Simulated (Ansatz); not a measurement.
In doubt: masses and optical values from hybrid runs of this build are listed as unsure, which bears on the screening that GW takes from such a start.

Rows from a G0W0 calculation on H6PbCNCl3 (Pm) (Ansatz 0.2.0; G0W0 on HSE06, plane waves, PAW; 2×2×2 mesh, 440 empty bands, screening to 100 eV), in eV. Spin-orbit coupling is left out.

```tsv
row	k	band	start	Σx	Σc at the solution	Vxc
A	(-0.500, -0.500, -0.500)	c1	4.524	-7.312	-3.336	-11.126
B	(-0.500, -0.500, -0.500)	c3	4.779	-7.447	-3.331	-11.265
C	(-0.500, -0.500, -0.500)	v1	1.153	-20.548	1.510	-18.506
D	(-0.500, -0.500, -0.500)	c2	4.551	-7.250	-3.341	-11.072
E	(-0.500, -0.500, -0.500)	v2	-0.407	-20.743	2.832	-17.274
F	(-0.500, -0.500, -0.500)	v3	-0.421	-20.727	2.835	-17.261
```

Q: Give the quasiparticle energies and the shift of each level.

The quasiparticle equation reads E = start + Σx + Σc(E) − Vxc.

```tsv
row	E (eV)	shift (eV)
A	5.002	+0.478
B	5.267	+0.487
C	0.619	−0.533
D	5.032	+0.482
E	-1.044	−0.637
F	-1.053	−0.632
```

The gap over the computed points goes from 3.37 eV to 4.38 eV.

Limits: not at the basis limit; no spin-orbit coupling; coarse k mesh.

[Paths, hosts, dates, memory and timing lines, banners, echoed tables and standing remarks are left out of the program output.]

[Logs are printed without paths, hosts, clocks, repeated set-up lines and the standing remarks that a program may print on its own settings, such as how far it seeks lower states.]

[Runs of the session that timed out or met a known fault of the program may be left out.]

[Cells called generated may have been cut or substituted from an entry of the Crystallography Open Database or the Materials Project.]

[Hosts, paths, dates, database ids (printed as entryN), source tags and the programs' standing remarks are cut or masked in the printed files.]
